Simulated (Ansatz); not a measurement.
# NbInO4 (P2/c): band gap by G0W0 on r2SCAN

Aim: the quasiparticle gap of NbInO4 (P2/c), starting from r2SCAN.

Program: Ansatz 0.2.0. Level of theory: r2SCAN, then G0W0 on it, plane waves, PAW. Results are calculated unless marked as measured.

**What was measured.**

- Gap 4.7 eV: direct gap from Elliott-Toyozawa fit; diffuse reflectance; 300 K; powder (“Accurate Determination of the Band-Gap Energy of the Rare-Earth Niobate Series”, 2024, arxiv:2401.13477).

Report form: the programs' logs are mostly left out.

In doubt: masses and optical values from hybrid runs of this build are listed as unsure (in some of the runs), which bears on the screening that GW takes from such a start.

**1. Set-up**

It takes space group P2/c (No. 13, monoclinic). Conventional cell: a = 4.835 Å, b = 5.771 Å, c = 5.144 Å, α = 90.00°, β = 91.13°, γ = 90.00°. Nearest to Nb lie 6 O at 1.88 to 2.15 Å. In has 6 O at 2.10 to 2.23 Å nearest. O has 1 Nb at 1.88 Å and 2 In at 2.15 to 2.23 Å nearest. Nearest to O lie 2 Nb at 1.98 to 2.15 Å and 1 In at 2.10 Å. Farther neighbours and most contacts between anions are not listed.

Coordinates:

```cif
data_structure
_symmetry_space_group_name_H-M 'P2/c'
_symmetry_Int_Tables_number 13
_cell_length_a 4.8355
_cell_length_b 5.7709
_cell_length_c 5.1440
_cell_angle_alpha 90.000
_cell_angle_beta 91.130
_cell_angle_gamma 90.000
_cell_volume 143.52
loop_
_atom_site_label
_atom_site_type_symbol
_atom_site_symmetry_multiplicity
_atom_site_Wyckoff_symbol
_atom_site_fract_x
_atom_site_fract_y
_atom_site_fract_z
_atom_site_occupancy
Nb1 Nb 2 e 0.00000 0.17790 0.25000 1
In1 In 2 f 0.50000 0.68250 0.25000 1
O1 O 4 g 0.26000 0.61800 0.90100 1
O2 O 4 g 0.21700 0.89800 0.43800 1
```

The cell and positions come from the Crystallography Open Database and are kept as given unless a step says otherwise. The default PAW set here is soft_2. Its files were made with PBE.

**2. Bands along the symmetry lines**

Levels along a band path and on the mesh show where this functional puts the band edges.

This step: DFT, r2SCAN, plane waves, PAW.

input.yaml reads:

```yaml
crystal:
  lattice:
    - [4.8355, 0.0, 0.0]
    - [0.0, 5.7709, 0.0]
    - [-0.1014445258, 0.0, 5.1429996119]
  atoms:
    - { symbol: Nb, position: [0.0, 0.1779, 0.25] }
    - { symbol: Nb, position: [0.0, 0.8221, 0.75] }
    - { symbol: In, position: [0.5, 0.6825, 0.25] }
    - { symbol: In, position: [0.5, 0.3175, 0.75] }
    - { symbol: O, position: [0.26, 0.618, 0.901] }
    - { symbol: O, position: [0.74, 0.618, 0.599] }
    - { symbol: O, position: [0.74, 0.382, 0.099] }
    - { symbol: O, position: [0.26, 0.382, 0.401] }
    - { symbol: O, position: [0.217, 0.898, 0.438] }
    - { symbol: O, position: [0.783, 0.898, 0.062] }
    - { symbol: O, position: [0.783, 0.102, 0.562] }
    - { symbol: O, position: [0.217, 0.102, 0.938] }
kpoints:
  mp_grid: { grid: [6, 4, 4] }
  band_path:
    path:
      - [0.0, 0.0, 0.0]
      - [0.0, 0.5, 0.0]
      - [0.0, 0.5, 0.5]
      - [0.0, 0.0, 0.5]
      - [0.0, 0.0, 0.0]
      - [-0.5, 0.0, 0.5]
      - [-0.5, 0.5, 0.5]
      - [0.0, 0.5, 0.0]
      - [-0.5, 0.5, 0.0]
      - [-0.5, 0.0, 0.0]
      - [0.0, 0.0, 0.0]
    npoints: 10
hamiltonian:
  xc: r2scan
scf:
  occupations: { method: fermi_dirac, width: 0.02 }
  n_extra_bands: 8
output:
  eigenvalues: true
  forces: true
  stress: true
```

On the command line:

```sh
$ ansatz run input.yaml --threads 24 --pin off --max-ram 82944MiB --backend cuda --events-out ev --progress --plain --runs-dir out --devices 1 --max-vram 78GiB
```

Elapsed: 1.9 s, on 1 × NVIDIA GB200 (shared by 2 runs) with 24 threads of Arm Neoverse V2, shared host; peak memory 1.1 GiB; 6 s of CPU time.

This step gave:

```yaml
pressure: 1.986 GPa
filled_bands: 50
gap: 3.797 eV
valence_top_at: k = (0.333, 0.000, -0.250)
conduction_bottom_at: k = (0.167, 0.000, -0.500)
least_direct_gap: 3.939 eV
```

Over mesh and path the gap is 3.797 eV, from k = (0.333, 0.000, -0.250) to k = (0.167, 0.000, -0.500). The least direct gap found is 3.939 eV, at k = (0.000, 0.500, 0.000).

The electronic bands at the labelled points (eV, zero at the top of the highest nominally filled band):

| point | band 47 | band 48 | band 49 | band 50 | band 51 | band 52 | band 53 | band 54 |
| --- | --- | --- | --- | --- | --- | --- | --- | --- |
| Γ | -0.53 | -0.50 | -0.20 | -0.16 | 4.03 | 4.50 | 4.56 | 4.62 |
| halfway | -0.67 | -0.42 | -0.29 | -0.13 | 3.96 | 4.40 | 4.67 | 4.87 |
| Z | -0.59 | -0.55 | -0.37 | -0.07 | 3.87 | 4.63 | 4.76 | 4.87 |
| halfway | -0.82 | -0.80 | -0.23 | -0.19 | 3.90 | 4.60 | 4.65 | 4.82 |
| D | -0.53 | -0.53 | -0.36 | -0.36 | 4.09 | 4.09 | 4.77 | 4.77 |
| halfway | -0.45 | -0.45 | -0.34 | -0.34 | 4.01 | 4.01 | 4.72 | 4.72 |
| B | -0.43 | -0.43 | -0.24 | -0.24 | 3.92 | 3.92 | 4.55 | 4.55 |
| halfway | -0.47 | -0.37 | -0.19 | -0.16 | 3.97 | 4.17 | 4.52 | 4.52 |
| Γ | -0.53 | -0.50 | -0.20 | -0.16 | 4.03 | 4.50 | 4.56 | 4.62 |
| halfway | -0.77 | -0.42 | -0.26 | -0.01 | 4.07 | 4.10 | 4.65 | 4.70 |
| A | -0.54 | -0.54 | -0.19 | -0.19 | 4.34 | 4.34 | 4.74 | 4.74 |
| halfway | -0.61 | -0.61 | -0.26 | -0.26 | 4.43 | 4.43 | 4.64 | 4.64 |
| E | -0.85 | -0.85 | -0.33 | -0.33 | 4.50 | 4.50 | 4.53 | 4.53 |
| halfway | -0.79 | -0.73 | -0.28 | -0.26 | 4.01 | 4.15 | 4.76 | 4.83 |
| Z | -0.59 | -0.55 | -0.37 | -0.07 | 3.87 | 4.63 | 4.76 | 4.87 |
| halfway | -0.64 | -0.61 | -0.40 | -0.28 | 4.13 | 4.68 | 4.71 | 4.86 |
| C2 | -0.69 | -0.54 | -0.37 | -0.21 | 4.40 | 4.52 | 4.59 | 4.72 |
| halfway | -0.68 | -0.50 | -0.33 | -0.11 | 4.39 | 4.45 | 4.58 | 4.79 |
| Y2 | -0.40 | -0.29 | -0.29 | -0.05 | 4.39 | 4.43 | 4.43 | 4.88 |
| halfway | -0.62 | -0.47 | -0.22 | -0.11 | 4.21 | 4.46 | 4.49 | 4.71 |
| Γ | -0.53 | -0.50 | -0.20 | -0.16 | 4.03 | 4.50 | 4.56 | 4.62 |

**3. One-shot GW**

G0W0 replaces the xc potential by a self-energy built once from the orbitals of the start. Levels are corrected in the window of bands that the input names, at points of the mesh.

This step: G0W0 on r2SCAN, plane waves, PAW.

input.yaml, the sections that differ from step 2:

```yaml
kpoints:
  mp_grid: { grid: [4, 2, 4] }
scf:
  occupations: { method: fixed }
gw:
  n_empty_bands: 659
  ecut_chi: 160.0
  qp_bands: [v4, c4]
  qp_kpoints: band_edges
  screening: { model: contour_deformation }
# crystal, hamiltonian: as in step 2
# output: removed
```

It took 22 s on 1 × NVIDIA GB200 (shared by 2 runs) with 24 threads; peak memory 4.3 GiB; 87 s of CPU time.

This step gave:

```
bands summed                                    : 709
RPA ε∞ on this mesh (eigenvalues)               : 4.412, 4.512, 4.749
plane waves in the screening matrix             : 645
q-points in the mesh                            : 32
G0W0 gap over the corrected points              : 4.942 eV
k of the valence top                            : 0.25, 0, -0.25
k of the conduction bottom                      : 0.25, 0, -0.5
starting gap on the mesh                        : 3.846 eV
Z at the valence top                            : 0.7514
Z at the conduction bottom                      : 0.7967
least direct G0W0 gap over the corrected points : 5.061 eV
```

Over all 20 irreducible mesh points the G0W0 gap is 4.942 eV, from k = (0.250, 0.000, -0.250) to k = (0.250, 0.000, -0.500). The r2SCAN gap of this run on the mesh is 3.846 eV. The two states that bound the G0W0 gap lie that far apart at the start, so the correction of the gap is 4.942 − 3.846 = +1.096 eV. The start of this run differs from the step before in mesh (6×4×4 and 4×2×4).

Labels follow the order of the start: v1 is the top filled band, c1 the lowest empty one; levels that stay degenerate share a row, the window can cut a multiplet, doubted levels are not marked in this list, bands outside the window were not corrected, and the list may be a part of the corrected levels. The levels before and after the correction (eV, zero at the valence-band top of each column):

|  | conduction bottom | valence top |
| --- | --- | --- |
| Kohn-Sham | 3.85 | 0.00 |
| G0W0 | 4.94 | 0.00 |

|  | level | occupation | energy (eV) |
| --- | --- | --- | --- |
| Kohn-Sham | (0.25 0 -0.5) v3 | 2 | -0.408 |
| Kohn-Sham | (0.25 0 -0.5) v2 | 2 | -0.281 |
| Kohn-Sham | (0.25 0 -0.5) v1 | 2 | -0.170 |
| Kohn-Sham | (0.25 0 -0.5) c1 | 0 | 3.846 |
| Kohn-Sham | (0.25 0 -0.5) c2 | 0 | 4.427 |
| Kohn-Sham | (0.25 0 -0.5) c3 | 0 | 4.552 |
| Kohn-Sham | (0.25 0 -0.25) v3 | 2 | -0.413 |
| Kohn-Sham | (0.25 0 -0.25) v2 | 2 | -0.245 |
| Kohn-Sham | (0.25 0 -0.25) v1 | 2 | 0.000 |
| Kohn-Sham | (0.25 0 -0.25) c1 | 0 | 4.082 |
| Kohn-Sham | (0.25 0 -0.25) c2 | 0 | 4.112 |
| Kohn-Sham | (0.25 0 -0.25) c3 | 0 | 4.662 |
| G0W0 | (0.25 0 -0.5) v3 | 2 | -0.456 |
| G0W0 | (0.25 0 -0.5) v2 | 2 | -0.301 |
| G0W0 | (0.25 0 -0.5) v1 | 2 | -0.192 |
| G0W0 | (0.25 0 -0.5) c1 | 0 | 4.942 |
| G0W0 | (0.25 0 -0.5) c2 | 0 | 5.605 |
| G0W0 | (0.25 0 -0.5) c3 | 0 | 5.794 |
| G0W0 | (0.25 0 -0.25) v3 | 2 | -0.447 |
| G0W0 | (0.25 0 -0.25) v2 | 2 | -0.272 |
| G0W0 | (0.25 0 -0.25) v1 | 2 | 0.000 |
| G0W0 | (0.25 0 -0.25) c1 | 0 | 5.198 |
| G0W0 | (0.25 0 -0.25) c2 | 0 | 5.277 |
| G0W0 | (0.25 0 -0.25) c3 | 0 | 5.957 |

The parts of the quasiparticle energy for the two states that bound the G0W0 gap, in eV on the run's own scale (QP = start + Σx + Σc − Vxc, with Σc at the quasiparticle energy):

| edge | k | band | start | Σx | Σc | Vxc | Z | QP |
| --- | --- | --- | --- | --- | --- | --- | --- | --- |
| valence top | (0.250, 0.000, -0.250) | 50 | 8.617 | −26.333 | 4.396 | −21.609 | 0.751 | 8.290 |
| conduction bottom | (0.250, 0.000, -0.500) | 51 | 12.463 | −13.071 | −4.876 | −18.715 | 0.797 | 13.232 |

**4. Spin-orbit coupling**

This run has two-component orbitals with spin-orbit coupling.

This step: DFT, r2SCAN with spin-orbit coupling, plane waves, PAW.

input.yaml, the sections that differ from step 3:

```yaml
kpoints:
  mp_grid: { grid: [6, 4, 4] }
  band_path:
    path:
      - [0.0, 0.0, 0.0]
      - [0.0, 0.5, 0.0]
      - [0.0, 0.5, 0.5]
      - [0.0, 0.0, 0.5]
      - [-0.5, 0.0, 0.5]
      - [-0.5, 0.5, 0.5]
      - [-0.5, 0.5, 0.0]
      - [-0.5, 0.0, 0.0]
      - [0.3333333333, 0.0, -0.25]
      - [0.1666666667, 0.0, -0.5]
    npoints: 1
scf:
  occupations: { method: fixed }
  n_extra_bands: 16
magnetization:
  noncollinear: true
  spin_orbit: true
output:
  eigenvalues: true
  forces: true
  stress: true
# crystal, hamiltonian: as in step 3
# gw: removed
```

Wall time 3.8 s (1 × NVIDIA GB200 (shared by 2 runs) with 24 threads); peak memory 1.5 GiB; 25 s of CPU time.

Numbers from this step:

* pressure: 1.962 GPa
* gap: 3.796 eV
* valence top at: k = (0.333, 0.000, -0.250)
* conduction bottom at: k = (0.167, 0.000, -0.500)
* least direct gap: 3.938 eV

Over mesh and listed points the gap is 3.796 eV, from k = (0.333, 0.000, -0.250) to k = (0.167, 0.000, -0.500). The least direct gap found is 3.938 eV, at k = (0.000, 0.500, 0.000). r2SCAN+SOC against r2SCAN: 3.796 − 3.797 = −0.001 eV, with the same mesh, set of files (read in its fully relativistic form for the spin-orbit run) and cutoff, and both edges at the same k points. The spin-orbit run sees mesh and listed points alone, so its gap is an upper bound: the coupling can move an edge off these points, and the change over the zone, its sign included where it is small, is not known.

**5. The runs together**

Each gap is the least one over the points named; times are wall times on shared hosts, not benchmarks. A G0W0 time includes the run's own self-consistent start. Runs with listed points see these and the mesh alone, so an edge that moves elsewhere is missed. Rows marked * are further runs, not shown as steps, whose inputs differ from the G0W0 step on the same start in the columns given; solver thresholds can differ too.

| level | mesh | files, cutoff | bands summed, screening | points | gap (eV) | valence top | conduction bottom | least direct gap (eV) | time |
| --- | --- | --- | --- | --- | --- | --- | --- | --- | --- |
| r2SCAN | 6×4×4 | soft_2 PAW, 500 eV | - | mesh and path | 3.797 | (0.333, 0.000, -0.250) | (0.167, 0.000, -0.500) | 3.939 | 1.9 s |
| r2SCAN+SOC | 6×4×4 | soft_2 PAW, 500 eV | - | mesh and listed points | 3.796 | (0.333, 0.000, -0.250) | (0.167, 0.000, -0.500) | 3.938 | 3.8 s |
| G0W0@r2SCAN* | 4×2×4 | soft_2 PAW, 500 eV | 158, 48 eV | all 20 irreducible mesh points | 5.152 | (0.250, 0.000, -0.250) | (0.250, 0.000, -0.500) | 5.282 | 6.5 s |
| G0W0@r2SCAN* | 4×2×4 | soft_2 PAW, 500 eV | 356, 96 eV | all 20 irreducible mesh points | 4.905 | (0.250, 0.000, -0.250) | (0.250, 0.000, -0.500) | 5.012 | 10 s |
| G0W0@r2SCAN | 4×2×4 | soft_2 PAW, 500 eV | 709, 160 eV | all 20 irreducible mesh points | 4.942 | (0.250, 0.000, -0.250) | (0.250, 0.000, -0.500) | 5.061 | 22 s |
| G0W0@r2SCAN* | 2×2×2 | soft_2 PAW, 500 eV | 356, 96 eV | all 8 irreducible mesh points | 5.029 | (0.000, -0.500, 0.000) | (0.000, -0.500, 0.000) | 5.029 | 3.2 s |
| G0W0@r2SCAN* | 4×2×4 | soft_2 PAW, 500 eV | 356, 96 eV, plasmon pole | all 20 irreducible mesh points | 4.910 | (0.250, 0.000, -0.250) | (0.250, 0.000, -0.500) | 5.020 | 12 s |

Computed less measured, in eV, for the reports listed at the start; nothing is added to the computed values:

| row | computed (eV) | 4.7 eV (2024) |
| --- | --- | --- |
| r2SCAN, gap | 3.797 | −0.903 |
| r2SCAN+SOC, gap | 3.796 | −0.904 |
| G0W0@r2SCAN, gap | 4.942 | +0.242 |
| G0W0@r2SCAN, least direct gap | 5.061 | +0.361 |

**6. Results**

```yaml
r2scan_gap_over_mesh_and_path: 3.797 eV, from k = (0.333, 0.000, -0.250) to k = (0.167, 0.000, -0.500)
g0w0_r2scan_gap_over_all_20_irreducible_mesh_points: 4.942 eV, from k = (0.250, 0.000, -0.250) to k = (0.250, 0.000, -0.500)
r2scan_soc_gap_over_mesh_and_listed_points: 3.796 eV
gw_settings: 4×2×4 mesh, 659 empty bands, screening to 160 eV
known_limits: finite bands, screening cutoff and k mesh; no spin-orbit coupling in G0W0; d shells not analysed
```

What this shows: Over all 20 irreducible mesh points the G0W0 gap is 4.942 eV, from k = (0.250, 0.000, -0.250) to k = (0.250, 0.000, -0.500). The r2SCAN gap of this run on the mesh is 3.846 eV. The two states that bound the G0W0 gap lie that far apart at the start, so the correction of the gap is 4.942 − 3.846 = +1.096 eV. The valence state moves by 8.290 − 8.617 = −0.327 eV and the conduction state by 13.232 − 12.463 = +0.769 eV, on the run's own scale; with 158 bands the edge states move by +0.121 and +1.427 eV, so the split between the edges depends on the bands and cutoff. Over mesh and path, r2SCAN puts the valence top at k = (0.333, 0.000, -0.250) and conduction bottom at k = (0.167, 0.000, -0.500), where no G0W0 correction was computed. The G0W0 gap over the whole zone is therefore not known from this run; at its settings it can only be equal to or under the 4.942 eV found, and no correction is carried over from another point. For the start itself the gap is 3.797 eV over mesh and path and 3.846 eV on the mesh of the G0W0 run, in runs that differ in mesh (6×4×4 and 4×2×4). From 158 bands and 48 eV to 709 bands and 160 eV the gap moves by 4.942 − 5.152 = −0.210 eV (rung by rung 5.152, 4.905, 4.942 eV); bands and screening cutoff rise together, so their parts are not told apart. The gap turns back along the series (5.152, 4.905, 4.942 eV), so no line is drawn and the limit is not known. With the 2×2×2 mesh in place of the 4×2×4 mesh and all else as in the G0W0@r2SCAN row with 356 bands, the gap differs by 5.029 − 4.905 = +0.124 eV, and that of the start by 3.908 − 3.846 = +0.062 eV; an edge lies at another k point, so this need not be the shift of one pair of states. With the plasmon pole model in place of the contour deformation model and all else as in the G0W0@r2SCAN row with 356 bands, the gap differs by 4.910 − 4.905 = +0.005 eV. G0W0 on other starts in this series, not shown as steps and not all at these settings: 5.311 eV on HSE06 (4×2×4, soft_2 PAW, 356 bands, 96 eV) and 5.539 eV on PBE0 (4×2×4, soft_2 PAW, 356 bands, 96 eV). r2SCAN+SOC against r2SCAN: 3.796 − 3.797 = −0.001 eV, with the same mesh, set of files (read in its fully relativistic form for the spin-orbit run) and cutoff, and both edges at the same k points. The spin-orbit run sees mesh and listed points alone, so its gap is an upper bound: the coupling can move an edge off these points, and the change over the zone, its sign included where it is small, is not known. What spin-orbit coupling does to the G0W0 levels was not computed, so no sum with the G0W0 gap is formed. Against experiment, G0W0@r2SCAN at 4.942 eV lies +0.242 eV from 4.7 eV (2024). The differences hold parts that these runs do not separate: finite bands, cutoffs and mesh, points of the zone that were not corrected, the start of G0W0, spin-orbit coupling missing from it, static nuclei, no electron-hole attraction, and what each experiment reads as the gap. How much each gives is not known from the steps shown. The G0W0 runs are scalar-relativistic. One-shot GW is known to converge slowly in bands for compounds with shallow d shells. The cell holds In; the filling of the d shell and its place against the gap were not analysed here. G0W0@r2SCAN runs of this series with other atomic data on the same mesh, not shown as steps, give 4.903 eV (hard PAW, 1050 eV, 364 bands, screening to 96 eV; the table's row with the same empty bands and screening cutoff has 4.905 eV); where bands and cutoffs differ too, the part of the files is not isolated.

[Paths, hosts, dates, memory and timing lines, banners, echoed tables and standing remarks are left out of the program output.]

[Logs are printed without paths, hosts, clocks, repeated set-up lines and the standing remarks that a program may print on its own settings, such as how far it seeks lower states.]

[Runs of the session that timed out or met a known fault of the program may be left out.]

[Cells called generated may have been cut or substituted from an entry of the Crystallography Open Database or the Materials Project.]

[Hosts, paths, dates, database ids (printed as entryN), source tags and the programs' standing remarks are cut or masked in the printed files.]

[Where an RPA ε∞ is given, it is that of the G0W0 mesh and is not shown converged in it. Names of k-points follow the symmetry that the program found, which can be lower than the space group named. Band edges on a path are those of the sampled points; other points can move an edge, and change direct to indirect where valleys lie close.]

[Hybrid gaps are those of their k-mesh and are not shown converged in it.]
